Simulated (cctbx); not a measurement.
# LiCrTe2 with cctbx, script by script

Library: cctbx 2025.11. The data are simulated by the first script.

## 1. Simulate the data

run.py:

```python
from cctbx import adptbx, crystal, miller, sgtbx, xray
from cctbx.array_family import flex
from iotbx.shelx import hklf
from scitbx import matrix
import scitbx.random

cs = crystal.symmetry(unit_cell=(10.546, 10.546, 10.546, 90, 90, 90), space_group_symbol='Hall: F 4d 2 3 -1d')  # Fd-3m
atoms = [  # label, site, U (iso, or U11 U22 U33 U12 U13 U23 in A^2), occupancy
    ("Te1", (0.1181, 0.1181, 0.3819), (0.0062, 0.0062, 0.0062, 0.0015, -0.0015, -0.0015), 1),
    ("Cr1", (0.125, 0.875, 0.375), (0.0058, 0.0058, 0.0058, -0.0021, -0.0021, 0.0021), 1),
    ("Li1", (0.875, 0.875, 0.125), (0.0104, 0.0104, 0.0104, 0.0017, -0.0017, -0.0017), 1),
]
xs = xray.structure(crystal_symmetry=cs)
for label, site, u, occ in atoms:
    u = adptbx.u_cif_as_u_star(cs.unit_cell(), u) if isinstance(u, tuple) else u
    xs.add_scatterer(xray.scatterer(label, site=site, u=u, occupancy=occ))
xs.set_inelastic_form_factors(1.3414, "sasaki")
xs.show_summary()
p1 = xs.expand_to_p1()
ms = miller.build_set(p1, anomalous_flag=True, d_min=0.8)
flex.set_random_seed(653373)
scitbx.random.set_random_seed(653373)
ms = ms.select(flex.random_double(ms.size()) < 0.7)
i = ms.structure_factors_from_scatterers(p1, algorithm="direct").f_calc().as_intensity_array().data()
i = i * 20000 / flex.max(i)
sig = flex.sqrt(i + flex.pow2(0.06 * i) + 8 ** 2)
noise = scitbx.random.variate(scitbx.random.normal_distribution())(i.size())
data = ms.array(data=i + sig * noise, sigmas=sig).set_observation_type_xray_intensity()
with open("data.hkl", "w") as f:
    data.export_as_shelx_hklf(f)
print("reflections written:", data.size(), " <I/sigma> = %.1f" % flex.mean(data.data() / data.sigmas()))
for h, a, b in list(data.sort("data"))[:12]:
    print("%4d%4d%4d %9.1f %7.1f" % (h + (a, b)))
```

```console
$ python run.py
```

```text
Number of scatterers: 3
At special positions: 3
Unit cell: (10.546, 10.546, 10.546, 90, 90, 90)
Space group: F d -3 m :1 (No. 227)
reflections written: 6736  <I/sigma> = 1.6
   0   0  -4   22002.0  1208.3
   0   4   0   21894.0  1208.3
   4   0   0   20448.1  1208.3
   0   0   4   19645.0  1208.3
  -4   0   0   18115.1  1208.3
   4  -4   0   16410.9   900.1
   0  -4  -4   16101.1   900.1
   4   0  -4   15902.3   900.1
   4   4   0   15360.2   900.1
   0  -4   4   15227.6   900.1
   4   0   4   14611.9   900.1
   0   4   4   14564.7   900.1
```

It took 0.3 s on 1 thread of Arm Neoverse V2, on a shared host, peak memory 0.07 GiB.

## 2. Refinement (right model, isotropic)

run.py:

```python
import math
from cctbx import adptbx, crystal, maptbx, sgtbx, xray
from cctbx.array_family import flex
from cctbx.xray import observations
from iotbx.shelx import hklf
from scitbx.lstbx import normal_eqns_solving
from smtbx import absolute_structure, utils
from smtbx.refinement import constraints, least_squares

cs = crystal.symmetry(unit_cell=(10.546, 10.546, 10.546, 90, 90, 90), space_group_symbol='Hall: F 4d 2 3 -1d')  # Fd-3m
atoms = [  # label, site, U (iso, or U11 U22 U33 U12 U13 U23 in A^2), occupancy
    ("Te1", (0.1217, 0.1217, 0.3783), 0.0200, 1),
    ("Cr1", (0.125, 0.875, 0.375), 0.0200, 1),
    ("Li1", (0.875, 0.875, 0.125), 0.0200, 1),
]
xs = xray.structure(crystal_symmetry=cs)
for label, site, u, occ in atoms:
    u = adptbx.u_cif_as_u_star(cs.unit_cell(), u) if isinstance(u, tuple) else u
    xs.add_scatterer(xray.scatterer(label, site=site, u=u, occupancy=occ))
xs.set_inelastic_form_factors(1.3414, "sasaki")
raw = hklf.reader(file_name="data.hkl").as_miller_arrays(crystal_symmetry=cs, anomalous=True)[0]
merged = raw.eliminate_sys_absent().merge_equivalents()
fo2 = merged.array().set_observation_type_xray_intensity()
print("Rint %.3f, %d unique reflections to %.2f A" % (merged.r_int(), fo2.size(), fo2.d_min()))
for sc in xs.scatterers():
    sc.flags.set_grad_site(True)
    sc.flags.set_grad_u_aniso(sc.flags.use_u_aniso())
    sc.flags.set_grad_u_iso(sc.flags.use_u_iso())
obs = fo2.as_xray_observations()
extra = {}
rep = constraints.reparametrisation(xs, [], utils.connectivity_table(xs), **extra)
ls = least_squares.crystallographic_ls(obs, rep, weighting_scheme=least_squares.mainstream_shelx_weighting(a=0, b=0))
print("cycle     R1     wR2    GooF  max shift (A)")
for cycle in range(8):
    ls.build_up()
    r1, wr2, goof = ls.r1_factor(cutoff_factor=2)[0], ls.wR2(), ls.goof()
    old = xs.sites_cart()
    normal_eqns_solving.levenberg_marquardt_iterations(ls, n_max_iterations=3, tau=1e-06, step_threshold=1e-7)
    big = flex.max((xs.sites_cart() - old).norms())
    print("%4d %7.4f %7.4f %7.3f %9.5f" % (cycle + 1, r1, wr2, goof, big))
    ls.build_up(objective_only=True)
    if abs(ls.wR2() - wr2) < 5e-5 and big < 5e-4:
        break
ls.build_up()
print("final R1 %.4f wR2 %.4f GooF %.3f  parameters %d  data/parameter %.1f" % (ls.r1_factor(cutoff_factor=2)[0], ls.wR2(), ls.goof(), ls.n_parameters, fo2.size() / ls.n_parameters))
cov = ls.covariance_matrix_and_annotations()
su = dict(zip(cov.annotations, (math.sqrt(max(v, 0)) for v in cov.matrix.matrix_packed_u_diagonal())))
a2 = cs.unit_cell().reciprocal_parameters()[0] ** -2
print("atom        x        y        z      Ueq    occ   su(xyz)  su(Uiso or U11)")
for sc in xs.scatterers():
    s = max(su.get(sc.label + k, 0) for k in (".x", ".y", ".z"))
    npd = "" if sc.is_positive_definite_u(cs.unit_cell()) else "  NPD"
    print("%-5s %8.5f %8.5f %8.5f %8.4f %6.3f %8.5f %7.4f%s" % ((sc.label,) + sc.site + (sc.u_iso_or_equiv(cs.unit_cell()), sc.occupancy, s, su.get(sc.label + ".uiso", su.get(sc.label + ".u11", 0) * a2), npd)))
fo = fo2.f_sq_as_f()
fc = fo.structure_factors_from_scatterers(xs, algorithm="direct").f_calc()
diff = fo.f_obs_minus_f_calc(1 / math.sqrt(ls.scale_factor()), fc).average_bijvoet_mates()
m = diff.fft_map(symmetry_flags=maptbx.use_space_group_symmetry, resolution_factor=0.25).apply_volume_scaling()
print("difference map: max %.2f min %.2f rms %.2f" % (m.statistics().max(), m.statistics().min(), m.statistics().sigma()))
peaks = m.peak_search(parameters=maptbx.peak_search_parameters(min_distance_sym_equiv=0.6, max_clusters=6)).all()
near = xs.closest_distances(peaks.sites(), distance_cutoff=4)
sps = cs.special_position_settings(min_distance_sym_equiv=0.5)
for k, (x, h) in enumerate(zip(peaks.sites(), peaks.heights())):
    ss = sps.site_symmetry(x)
    print("Q%-3d %7.4f %7.4f %7.4f %4d %7.2f  %.2f A from %s" % ((k + 1,) + tuple(t % 1 for t in ss.exact_site()) + (ss.multiplicity(), h, near.smallest_distances[k], xs.scatterers()[near.i_seqs[k]].label)))
```

```console
$ python run.py
```

```text
Rint 0.055, 79 unique reflections to 0.80 A
cycle     R1     wR2    GooF  max shift (A)
   1  0.2376  0.5445  21.156   0.06550
   2  0.0250  0.0911   3.539   0.00005
final R1 0.0252 wR2 0.0911 GooF 3.539  parameters 4  data/parameter 19.8
atom        x        y        z      Ueq    occ   su(xyz)  su(Uiso or U11)
Te1    0.11811  0.11811  0.38189   0.0068  1.000  0.00007  0.0007
Cr1    0.12500  0.87500  0.37500   0.0065  1.000  0.00000  0.0012
Li1    0.87500  0.87500  0.12500   0.0150  1.000  0.00000  0.0140
difference map: max 3.55 min -1.57 rms 0.38
Q1    0.0950  0.0950  0.4050   32    3.70  0.42 A from Te1
Q2    0.1057  0.1057  0.8943   32    3.42  0.48 A from Te1
Q3    0.1000  0.1000  0.6000   32    1.76  0.46 A from Cr1
Q4    0.1250  0.1250  0.1250   16    1.33  0.00 A from Li1
Q5    0.0546  0.1117  0.2955  192    0.72  1.13 A from Te1
Q6    0.0000  0.0000  0.0000    8    0.71  2.28 A from Li1
```

Time: 0.49 s.

Figures of merit this high mean that the model is still wrong or incomplete.

## 3. Refinement (right model, anisotropic)

run.py, as its changes from the last script of this kind:

```diff
@@ -12,3 +12,3 @@
-    ("Te1", (0.1217, 0.1217, 0.3783), 0.0200, 1),
-    ("Cr1", (0.125, 0.875, 0.375), 0.0200, 1),
-    ("Li1", (0.875, 0.875, 0.125), 0.0200, 1),
+    ("Te1", (0.11811, 0.11811, 0.38189), 0.0068, 1),
+    ("Cr1", (0.125, 0.875, 0.375), 0.0065, 1),
+    ("Li1", (0.875, 0.875, 0.125), 0.0150, 1),
@@ -20,0 +21 @@
+xs.convert_to_anisotropic()
```

```console
$ python run.py
```

```text
Rint 0.055, 79 unique reflections to 0.80 A
cycle     R1     wR2    GooF  max shift (A)
   1  0.0252  0.0911   3.612   0.00039
   2  0.0093  0.0244   0.969   0.00000
final R1 0.0093 wR2 0.0244 GooF 0.969  parameters 7  data/parameter 11.3
atom        x        y        z      Ueq    occ   su(xyz)  su(Uiso or U11)
Te1    0.11809  0.11809  0.38191   0.0063  1.000  0.00002  0.0002
Cr1    0.12500  0.87500  0.37500   0.0057  1.000  0.00000  0.0003
Li1    0.87500  0.87500  0.12500   0.0086  1.000  0.00000  0.0033
difference map: max 0.54 min -0.85 rms 0.16
Q1    0.0937  0.0937  0.9063   32    0.59  0.70 A from Te1
Q2    0.1250  0.1250  0.1250   16    0.49  0.00 A from Li1
Q3    0.0581  0.0581  0.3628   96    0.48  0.92 A from Te1
Q4    0.0127  0.2198  0.2802   96    0.46  1.88 A from Te1
Q5    0.0000  0.0000  0.4160   48    0.40  1.80 A from Te1
Q6    0.0185  0.1440  0.7933  192    0.31  1.44 A from Te1
```

Time: 0.46 s.

## 4. Refinement

run.py, as its changes from the last script of this kind:

```diff
@@ -20 +20 @@
-xs.set_inelastic_form_factors(1.3414, "sasaki")
+xs.set_inelastic_form_factors(0.71073, "sasaki")
@@ -35 +35 @@
-for cycle in range(8):
+for cycle in range(12):
```

```console
$ python run.py
```

```text
Rint 0.055, 79 unique reflections to 0.80 A
cycle     R1     wR2    GooF  max shift (A)
   1  0.0268  0.0959   3.802   0.00042
   2  0.0098  0.0262   1.039   0.00000
final R1 0.0098 wR2 0.0262 GooF 1.039  parameters 7  data/parameter 11.3
atom        x        y        z      Ueq    occ   su(xyz)  su(Uiso or U11)
Te1    0.11809  0.11809  0.38191   0.0052  1.000  0.00002  0.0002
Cr1    0.12500  0.87500  0.37500   0.0065  1.000  0.00000  0.0004
Li1    0.87500  0.87500  0.12500   0.0096  1.000  0.00000  0.0035
difference map: max 0.61 min -0.82 rms 0.17
Q1    0.0948  0.0948  0.9052   32    0.64  0.68 A from Te1
Q2    0.0604  0.0604  0.3628   96    0.46  0.88 A from Te1
Q3    0.0106  0.2186  0.2814   96    0.45  1.88 A from Te1
Q4    0.1111  0.1111  0.3889   32    0.41  0.13 A from Te1
Q5    0.1250  0.1250  0.1250   16    0.41  0.00 A from Li1
Q6    0.0000  0.0000  0.4170   48    0.41  1.80 A from Te1
```

Time: 0.47 s.

This run holds a fault made on purpose: dispersion terms of the wrong wavelength.

## 5. Refinement

run.py, as its changes from the last script of this kind:

```diff
@@ -14 +14 @@
-    ("Li1", (0.875, 0.875, 0.125), 0.0150, 1),
+    ("Sc1", (0.875, 0.875, 0.125), 0.0150, 1),
@@ -20 +20 @@
-xs.set_inelastic_form_factors(0.71073, "sasaki")
+xs.set_inelastic_form_factors(1.3414, "sasaki")
```

```console
$ python run.py
```

```text
Rint 0.055, 79 unique reflections to 0.80 A
cycle     R1     wR2    GooF  max shift (A)
   1  0.1684  0.5099  20.218   0.00217
   2  0.0447  0.1203   4.771   0.00018
   3  0.0349  0.0801   3.176   0.00013
   4  0.0350  0.0640   2.540   0.00008
   5  0.0326  0.0578   2.291   0.00000
   6  0.0325  0.0576   2.282   0.00000
final R1 0.0325 wR2 0.0575 GooF 2.281  parameters 7  data/parameter 11.3
atom        x        y        z      Ueq    occ   su(xyz)  su(Uiso or U11)
Te1    0.11798  0.11798  0.38202   0.0054  1.000  0.00004  0.0004
Cr1    0.12500  0.87500  0.37500   0.0075  1.000  0.00000  0.0007
Sc1    0.87500  0.87500  0.12500   2.0939  1.000  0.00000  0.5135
difference map: max 7.15 min -0.92 rms 0.54
Q1    0.1250  0.1250  0.1250   16    8.00  0.00 A from Sc1
Q2    0.1250  0.1250  0.6250   16    5.53  0.00 A from Cr1
Q3    0.1249  0.1249  0.8751   32    4.13  0.13 A from Te1
Q4    0.0000  0.0000  0.4270   48    0.83  1.82 A from Te1
Q5    0.0000  0.0000  0.5000    8    0.64  2.16 A from Te1
Q6    0.0403  0.0403  0.8624   96    0.63  1.37 A from Te1
```

Time: 0.77 s.

This run holds a fault made on purpose: wrong element: Sc1 is Li.

## 6. Refinement

run.py, as its changes from the last script of this kind:

```diff
@@ -14 +14,2 @@
-    ("Sc1", (0.875, 0.875, 0.125), 0.0150, 1),
+    ("Li1", (0.875, 0.875, 0.125), 0.0150, 1),
+    ("Li2", (0.537, 0.784, 0.402), 0.0300, 1),
@@ -21 +21,0 @@
-xs.convert_to_anisotropic()
```

```console
$ python run.py
```

```text
Rint 0.055, 79 unique reflections to 0.80 A
cycle     R1     wR2    GooF  max shift (A)
   1  0.0788  0.2125   8.484   0.33364
   2  0.0319  0.1045   4.172   0.71122
   3  0.0268  0.0915   3.654   0.03801
   4  0.0264  0.0913   3.646   0.03583
   5  0.0262  0.0912   3.643   0.03286
   6  0.0261  0.0912   3.641   0.03010
   7  0.0260  0.0912   3.640   0.02786
   8  0.0259  0.0911   3.640   0.02603
   9  0.0259  0.0911   3.639   0.02452
  10  0.0258  0.0911   3.638   0.02326
  11  0.0257  0.0911   3.638   0.02220
  12  0.0257  0.0911   3.638   0.02129
final R1 0.0257 wR2 0.0911 GooF 3.638  parameters 8  data/parameter 9.9
atom        x        y        z      Ueq    occ   su(xyz)  su(Uiso or U11)
Te1    0.11811  0.11811  0.38189   0.0068  1.000  0.00007  0.0007
Cr1    0.12500  0.87500  0.37500   0.0065  1.000  0.00000  0.0013
Li1    0.87500  0.87500  0.12500   0.0150  1.000  0.00000  0.0144
Li2    0.46242  0.79593  0.34796   0.9697  1.000  0.18573  1.3796
difference map: max 3.54 min -1.63 rms 0.38
Q1    0.0949  0.0949  0.4051   32    3.70  0.42 A from Te1
Q2    0.1056  0.1056  0.8944   32    3.43  0.48 A from Te1
Q3    0.1000  0.1000  0.6000   32    1.87  0.46 A from Cr1
Q4    0.1250  0.1250  0.1250   16    1.41  0.00 A from Li1
Q5    0.0000  0.0000  0.0000    8    0.96  2.28 A from Li1
Q6    0.0000  0.0000  0.5000    8    0.71  2.16 A from Te1
```

Run time: 1.1 s on 1 thread of Arm Neoverse V2, with other jobs on the host, peak memory 0.09 GiB.

This run holds a fault made on purpose: spurious atom: Li2.

[Logs are printed without paths, hosts, clocks, repeated set-up lines and the standing remarks that a program may print on its own settings, such as how far it seeks lower states.]
